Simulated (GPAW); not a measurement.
# Ballistic transport through a Sn chain with one Ge atom in line, cheap and dear

Aim: T(E), conductance and thermopower of a Sn chain with one Ge atom in line, and what cheaper settings cost in accuracy.

Program: GPAW 26.7.0. Level of theory: GPAW LCAO, PAW setups; Landauer transmission from Green's functions with principal layers (ASE), zero bias. Results are calculated unless marked as measured.

## (1) The structure

The cell holds 11 atoms: 10 Sn and 1 Ge. Its edges and angles: a = 9.000 Å, b = 9.000 Å, c = 29.841 Å, α = 90.0°, β = 90.0°, γ = 90.0°. Regions: left lead, 5 atoms (5 Sn); channel, 1 atom (1 Ge); right lead, 5 atoms (5 Sn). Vacuum lies along a and b. The structure is stacked along c, and the current runs across the ab planes.

## (2) GPAW, dzp

Localised orbitals split the wire into layers that couple to their neighbours alone, which is what the Green's function method needs; double zeta with polarisation is the usual level for numbers.

File run.py:

```python
import json
import numpy as np
from ase import Atoms
from ase.transport.calculators import TransportCalculator
from gpaw import GPAW, FermiDirac
from gpaw.lcao.tools import get_lcao_hamiltonian
from scipy.linalg import eigh

# The junction with lead layers at both ends, along the third cell vector
device = Atoms(
    ['Sn', 'Sn', 'Sn', 'Sn', 'Sn', 'Ge', 'Sn', 'Sn', 'Sn', 'Sn', 'Sn'],
    positions=[
        [4.50000, 4.50000, 1.37500],
        [4.50000, 4.50000, 4.12500],
        [4.50000, 4.50000, 6.87500],
        [4.50000, 4.50000, 9.62500],
        [4.50000, 4.50000, 12.37500],
        [4.50000, 4.50000, 14.92050],
        [4.50000, 4.50000, 17.46600],
        [4.50000, 4.50000, 20.21600],
        [4.50000, 4.50000, 22.96600],
        [4.50000, 4.50000, 25.71600],
        [4.50000, 4.50000, 28.46600]],
    cell=[[9.0, 0.0, 0.0], [0.0, 9.0, 0.0], [0.0, 0.0, 29.841]],
    pbc=True)

# One principal layer of the lead: the first 3 atoms of the device
lead = Atoms(
    ['Sn', 'Sn', 'Sn'],
    positions=[
        [4.50000, 4.50000, 1.37500],
        [4.50000, 4.50000, 4.12500],
        [4.50000, 4.50000, 6.87500]],
    cell=[[9.0, 0.0, 0.0], [0.0, 9.0, 0.0], [0.0, 0.0, 8.25]],
    pbc=True)

settings = dict(mode='lcao', basis='dzp', xc='PBE', h=0.2,
                occupations=FermiDirac(0.1), maxiter=250,
                mixer=dict(beta=0.1, nmaxold=8, weight=100.0),
                convergence=dict(density=0.0001))
energies = np.arange(-2, 2 + 1e-9, 0.05)
eta = 0.0001
n1, n2 = 1, 1
# k and -k transmit alike, so half of the mesh across the current serves
mesh = [(i, j) for i in range(n1) for j in range(n2) if (i, j) <= (-i % n1, -j % n2)]
weights = np.array([1 if (i, j) == (-i % n1, -j % n2) else 2 for i, j in mesh]) / (n1 * n2)

# [... helper functions left out ...]
fermi_lead = ground_state(lead, (1, 1, 14), 'lead.txt')
fermi_device = ground_state(device, (1, 1, 3), 'device.txt')
# [... loop over the mesh left out, but for ...]
        # Shift the lead onto the potential of the device's first layer
        shift = ((H[:, 0, 0] - H0[:, 0, 0]) / S0[0, 0]).real.mean()
# [...]
kT = 8.617333e-5 * 300
bias = [0.1, 0.2, 0.5, 1.0, 1.5, 2.0]
# [... integrals and printing left out ...]
```

Launch:

```console
$ OMP_NUM_THREADS=1 OPENBLAS_NUM_THREADS=1 python run.py
```

Log:

```text
basis functions: device 243, principal layer 69
Fermi level: lead -2.9469 eV, device -2.9894 eV; lead shifted by 0.0316 eV
largest coupling past the next layer 3.84e-07 eV, largest misfit of the first layer 0.024 eV
  E-E_F (eV)   T (one spin)  [channel counts left out]
    -2.000    9.8401e-01
    -1.950    9.8395e-01
    -1.900    9.8387e-01
    -1.850    9.8378e-01
    -1.800    9.8368e-01
    -1.750    9.8357e-01
    -1.700    9.8347e-01
    -1.650    9.8337e-01
    -1.600    9.8328e-01
    -1.550    9.8320e-01
    -1.500    9.8314e-01
    -1.450    9.8308e-01
    -1.400    9.8304e-01
    -1.350    9.8301e-01
    -1.300    9.8300e-01
    -1.250    9.8301e-01
[...]
1.650    2.9760e+00
     1.700    2.9741e+00
     1.750    2.9722e+00
     1.800    2.9703e+00
     1.850    2.9683e+00
     1.900    2.9664e+00
     1.950    2.9643e+00
     2.000    2.9623e+00
conductance at 300 K: 2.9539 G0 a cell; thermopower -0.007967 uV/K
current from the zero-bias T(E) at 0.1 V: 22.886 uA
current from the zero-bias T(E) at 0.2 V: 45.77 uA
current from the zero-bias T(E) at 0.5 V: 114.36 uA
current from the zero-bias T(E) at 1.0 V: 227.63 uA
current from the zero-bias T(E) at 1.5 V: 335.5 uA
current from the zero-bias T(E) at 2.0 V: 415.55 uA
```

The job ended after 84 s (1 thread of AMD EPYC 7R43, shared host; peak memory 1 GiB).

This step gave:

| Quantity | Value |
| --- | --- |
| conductance | 2.954 G₀ |
| largest coupling past the next principal layer | 3.84e-7 eV |
| largest misfit of the first principal layer | 0.02431 eV |
| shift that aligns the lead | 0.03161 eV |
| basis functions of the junction | 243 |
| basis functions of a principal layer | 69 |
| transmission at the Fermi level (one spin) | 2.954 |

One spin. Table of transmission, zone mean by energy, zero at the Fermi level:

energy (eV), transmission, zone mean and a bar from the least value:
```
    -2.00       0.98 
    -1.90       0.98 
    -1.80       0.98 
    -1.70       0.98 
    -1.55       0.98 
    -1.45       0.98 
    -1.35       0.98 
    -1.25       0.98 
    -1.15       0.98 
    -1.05       0.98 
    -0.90       0.98 
    -0.80       0.98 
    -0.70       2.61 ########################
    -0.60       2.73 ##########################
    -0.50       2.81 ###########################
    -0.40       2.88 #############################
    -0.25       2.94 #############################
    -0.15       2.95 ##############################
    -0.05       2.95 ##############################
     0.00       2.95 ##############################
     0.05       2.95 ##############################
     0.15       2.95 ##############################
     0.25       2.96 ##############################
     0.40       2.96 ##############################
     0.50       2.97 ##############################
     0.60       2.97 ##############################
     0.70       2.97 ##############################
     0.80       2.98 ##############################
     0.90       2.98 ##############################
     1.05       2.98 ##############################
     1.15       2.98 ##############################
     1.25       2.98 ##############################
     1.35       2.98 ##############################
     1.45       2.98 ##############################
     1.55       2.98 ##############################
     1.70       2.97 ##############################
     1.80       2.97 ##############################
     1.90       2.97 ##############################
     2.00       2.96 ##############################
```

Not self-consistent under bias; the bias window is split evenly. Current through one cell, from the zero-bias transmission against bias:

```
bias (V)  current through one cell, from the zero-bias transmission (μA)
   0.100                                                            22.9
   0.200                                                            45.8
   0.500                                                             114
   1.000                                                             228
   1.500                                                             336
   2.000                                                             416
```

Transmission of the three most open eigenchannels against energy, zero at the Fermi level:

```
energy (eV)  channel 1  channel 2  channel 3
      -2.00      0.984          0          0
      -1.90      0.984          0          0
      -1.80      0.984          0          0
      -1.70      0.983          0          0
      -1.55      0.983          0          0
      -1.45      0.983          0          0
      -1.35      0.983          0          0
      -1.25      0.983          0          0
      -1.15      0.983          0          0
      -1.05      0.983          0          0
      -0.90      0.983    5.1e-11    5.1e-11
      -0.80      0.984     7.8e-7     7.8e-7
      -0.70      0.984      0.813      0.813
      -0.60      0.984      0.871      0.871
      -0.50      0.984      0.912      0.912
      -0.40      0.985      0.950      0.950
      -0.25      0.985      0.977      0.977
      -0.15      0.985      0.983      0.983
      -0.05      0.985      0.984      0.984
       0.00      0.985      0.984      0.984
       0.05      0.986      0.984      0.984
       0.15      0.986      0.984      0.984
       0.25      0.986      0.985      0.985
       0.40      0.988      0.988      0.986
       0.50      0.990      0.990      0.986
       0.60      0.992      0.992      0.986
       0.70      0.994      0.994      0.986
       0.80      0.995      0.995      0.985
       0.90      0.997      0.997      0.985
       1.05      0.998      0.998      0.985
       1.15      0.999      0.999      0.985
       1.25      0.999      0.999      0.985
       1.35      0.999      0.999      0.985
       1.45      0.998      0.998      0.984
       1.55      0.997      0.997      0.986
       1.70      0.994      0.994      0.986
       1.80      0.992      0.992      0.986
       1.90      0.990      0.990      0.987
       2.00      0.988      0.988      0.987
```

Couplings past the next layer reach 3.8e-7 eV, small enough to drop; the matrix elements of the cell's first layer differ from the bulk lead's by up to 0.024 eV. That layer keeps its own values in the calculation, and only beyond it is the lead taken as perfect. The Fermi levels of lead and junction count from different zeros of potential, one for each periodic cell; with both set to zero, the small remaining shift is what aligns them. By hand: G = 2.954 × 77.48 μS = 229 μS, a resistance of 4.37 kΩ; at 0.1 V a linear junction would pass 22.9 μA, and the integral over the bias window gives 22.9 μA.

## (3) GPAW, szp: basis = "szp(dzp)"

One radial function a shell plus polarisation makes the matrices smaller; the question is what that costs.

run.py: that of step 2 with these lines changed.

```diff
@@ -36,3 +36,3 @@
 
-settings = dict(mode='lcao', basis='dzp', xc='PBE', h=0.2,
+settings = dict(mode='lcao', basis='szp(dzp)', xc='PBE', h=0.2,
                 occupations=FermiDirac(0.1), maxiter=250,
```

Log:

```text
basis functions: device 149, principal layer 42
Fermi level: lead -3.2113 eV, device -3.2661 eV; lead shifted by 0.0276 eV
largest coupling past the next layer 3.63e-07 eV, largest misfit of the first layer 0.023 eV
  E-E_F (eV)   T (one spin)  [channel counts left out]
    -2.000    9.8189e-01
    -1.950    9.8210e-01
    -1.900    9.8224e-01
    -1.850    9.8235e-01
    -1.800    9.8242e-01
    -1.750    9.8247e-01
    -1.700    9.8250e-01
    -1.650    9.8252e-01
    -1.600    9.8252e-01
    -1.550    9.8252e-01
    -1.500    9.8251e-01
    -1.450    9.8251e-01
    -1.400    9.8250e-01
    -1.350    9.8249e-01
    -1.300    9.8249e-01
    -1.250    9.8249e-01
[...]
1.650    2.9716e+00
     1.700    2.9696e+00
     1.750    2.9675e+00
     1.800    2.9654e+00
     1.850    2.9632e+00
     1.900    2.9610e+00
     1.950    2.9587e+00
     2.000    2.9562e+00
conductance at 300 K: 2.9508 G0 a cell; thermopower -0.01455 uV/K
current from the zero-bias T(E) at 0.1 V: 22.862 uA
current from the zero-bias T(E) at 0.2 V: 45.722 uA
current from the zero-bias T(E) at 0.5 V: 114.23 uA
current from the zero-bias T(E) at 1.0 V: 227.2 uA
current from the zero-bias T(E) at 1.5 V: 333.41 uA
current from the zero-bias T(E) at 2.0 V: 412.41 uA
```

Run time: 60 s. Hardware: 1 thread; peak memory 0.97 GiB.

Numbers from this step:

- conductance: 2.951 G₀
- largest coupling past the next principal layer: 3.63e-7 eV
- largest misfit of the first principal layer: 0.02269 eV
- shift that aligns the lead: 0.02765 eV
- basis functions of the junction: 149
- basis functions of a principal layer: 42
- transmission at the Fermi level (one spin): 2.951

One spin. Table of transmission, zone mean by energy, zero at the Fermi level:

```
energy (eV)  transmission, zone mean
      -2.00                    0.982
      -1.85                    0.982
      -1.70                    0.983
      -1.60                    0.983
      -1.45                    0.983
      -1.30                    0.982
      -1.15                    0.982
      -1.05                    0.983
      -0.90                    0.983
      -0.75                     1.66
      -0.60                     2.70
      -0.50                     2.79
      -0.35                     2.90
      -0.20                     2.94
      -0.05                     2.95
       0.00                     2.95
       0.05                     2.95
       0.20                     2.95
       0.35                     2.96
       0.50                     2.96
       0.60                     2.97
       0.75                     2.97
       0.90                     2.98
       1.05                     2.98
       1.15                     2.98
       1.30                     2.98
       1.45                     2.97
       1.60                     2.97
       1.70                     2.97
       1.85                     2.96
       2.00                     2.96
```

Not self-consistent under bias; the bias window is split evenly. Table of current through one cell, from the zero-bias transmission by bias:

```
bias (V)  current through one cell, from the zero-bias transmission (μA)
   0.100                                                            22.9
   0.200                                                            45.7
   0.500                                                             114
   1.000                                                             227
   1.500                                                             333
   2.000                                                             412
```

Transmission of the three most open eigenchannels against energy, zero at the Fermi level:

```
energy (eV)  channel 1  channel 2  channel 3
      -2.00      0.982          0          0
      -1.85      0.982          0          0
      -1.70      0.983          0          0
      -1.60      0.983          0          0
      -1.45      0.983          0          0
      -1.30      0.982          0          0
      -1.15      0.982          0          0
      -1.05      0.983          0          0
      -0.90      0.983    1.3e-11    1.3e-11
      -0.75      0.983      0.341      0.341
      -0.60      0.983      0.860      0.860
      -0.50      0.983      0.903      0.903
      -0.35      0.983      0.959      0.959
      -0.20      0.983      0.980      0.980
      -0.05      0.984      0.984      0.983
       0.00      0.984      0.984      0.983
       0.05      0.984      0.984      0.983
       0.20      0.984      0.984      0.983
       0.35      0.987      0.987      0.983
       0.50      0.990      0.990      0.983
       0.60      0.992      0.992      0.983
       0.75      0.995      0.995      0.983
       0.90      0.997      0.997      0.983
       1.05      0.998      0.998      0.983
       1.15      0.999      0.999      0.983
       1.30      0.999      0.999      0.983
       1.45      0.997      0.997      0.980
       1.60      0.995      0.995      0.983
       1.70      0.993      0.993      0.983
       1.85      0.990      0.990      0.984
       2.00      0.986      0.986      0.984
```

The conductance equals that of the dzp run to 0.2 %.

## (4) Minimal basis

The minimal basis is the cheapest rung: no second zeta and no polarisation.

run.py: that of step 3 with these lines changed.

```diff
@@ -36,3 +36,3 @@
 
-settings = dict(mode='lcao', basis='szp(dzp)', xc='PBE', h=0.2,
+settings = dict(mode='lcao', basis='sz(dzp)', xc='PBE', h=0.2,
                 occupations=FermiDirac(0.1), maxiter=250,
```

Log:

```text
basis functions: device 94, principal layer 27
Fermi level: lead -3.0929 eV, device -3.1572 eV; lead shifted by 0.0436 eV
largest coupling past the next layer 4.07e-07 eV, largest misfit of the first layer 0.037 eV
  E-E_F (eV)   T (one spin)  [channel counts left out]
    -2.000    9.8726e-01
    -1.950    9.8725e-01
    -1.900    9.8722e-01
[...]
1.950    2.9606e+00
     2.000    2.9583e+00
conductance at 300 K: 2.9542 G0 a cell; thermopower 0.04027 uV/K
current from the zero-bias T(E) at 0.1 V: 22.889 uA
current from the zero-bias T(E) at 0.2 V: 45.777 uA
current from the zero-bias T(E) at 0.5 V: 114.41 uA
current from the zero-bias T(E) at 1.0 V: 227.92 uA
current from the zero-bias T(E) at 1.5 V: 338.27 uA
current from the zero-bias T(E) at 2.0 V: 423.28 uA
```

It took 47 s on 1 thread; peak memory 0.93 GiB.

This step gave:

```yaml
conductance: 2.954 G₀
largest_coupling_past_the_next_principal_layer: 4.07e-7 eV
largest_misfit_of_the_first_principal_layer: 0.03721 eV
shift_that_aligns_the_lead: 0.04357 eV
basis_functions_of_the_junction: 94
basis_functions_of_a_principal_layer: 27
transmission_at_the_fermi_level_one_spin: 2.954
```

One spin. Table of transmission, zone mean by energy, zero at the Fermi level:

```
energy (eV)  transmission, zone mean
      -2.00                    0.987
      -1.85                    0.987
      -1.70                    0.987
      -1.60                    0.987
      -1.45                    0.986
      -1.30                    0.986
      -1.15                    0.986
      -1.05                    0.986
      -0.90                    0.986
      -0.75                     2.70
      -0.60                     2.75
      -0.50                     2.83
      -0.35                     2.92
      -0.20                     2.95
      -0.05                     2.96
       0.00                     2.95
       0.05                     2.95
       0.20                     2.95
       0.35                     2.96
       0.50                     2.97
       0.60                     2.97
       0.75                     2.97
       0.90                     2.98
       1.05                     2.98
       1.15                     2.98
       1.30                     2.98
       1.45                     2.98
       1.60                     2.98
       1.70                     2.97
       1.85                     2.97
       2.00                     2.96
```

The conductance equals that of the dzp run to 0.2 %.

## (5) revPBE in the dzp basis: xc = "revPBE"

Back in the dzp basis, the functional changes from PBE to revPBE, to set the spread between functionals beside that between bases.

run.py: that of step 4 with these lines changed.

```diff
@@ -36,3 +36,3 @@
 
-settings = dict(mode='lcao', basis='sz(dzp)', xc='PBE', h=0.2,
+settings = dict(mode='lcao', basis='dzp', xc='revPBE', h=0.2,
                 occupations=FermiDirac(0.1), maxiter=250,
```

Log:

```text
basis functions: device 243, principal layer 69
Fermi level: lead -2.8676 eV, device -2.9101 eV; lead shifted by 0.0326 eV
largest coupling past the next layer 3.82e-07 eV, largest misfit of the first layer 0.026 eV
  E-E_F (eV)   T (one spin)  [channel counts left out]
    -2.000    9.8398e-01
    -1.950    9.8390e-01
    -1.900    9.8379e-01
[...]
1.950    2.9646e+00
     2.000    2.9626e+00
conductance at 300 K: 2.952 G0 a cell; thermopower -0.006039 uV/K
current from the zero-bias T(E) at 0.1 V: 22.872 uA
current from the zero-bias T(E) at 0.2 V: 45.741 uA
current from the zero-bias T(E) at 0.5 V: 114.29 uA
current from the zero-bias T(E) at 1.0 V: 227.46 uA
current from the zero-bias T(E) at 1.5 V: 335.26 uA
current from the zero-bias T(E) at 2.0 V: 415.3 uA
```

Run time: 77 s. Hardware: 1 thread; peak memory 1 GiB.

This step gave:

- conductance: 2.952 G₀
- largest coupling past the next principal layer: 3.82e-7 eV
- largest misfit of the first principal layer: 0.02551 eV
- shift that aligns the lead: 0.03263 eV
- basis functions of the junction: 243
- basis functions of a principal layer: 69
- transmission at the Fermi level (one spin): 2.952

The conductance equals that of the dzp run to 0.2 %.

## (6) Cost and result by level

Times are for 1 thread of AMD EPYC 7R43, shared host. The series side by side:

```
no.         run  conductance (G₀)  time  memory (GiB)
  1         dzp             2.954  84 s           1.0
  2         szp             2.951  60 s          0.97
  3          sz             2.954  47 s          0.93
  4  dzp revPBE             2.952  77 s             1
```

(Continued in part 2 of 2.)

[Logs are printed without paths, hosts, clocks, repeated set-up lines and the standing remarks that a program may print on its own settings, such as how far it seeks lower states.]

[Hosts, paths, dates, database ids (printed as entryN), source tags and the programs' standing remarks are cut or masked in the printed files.]
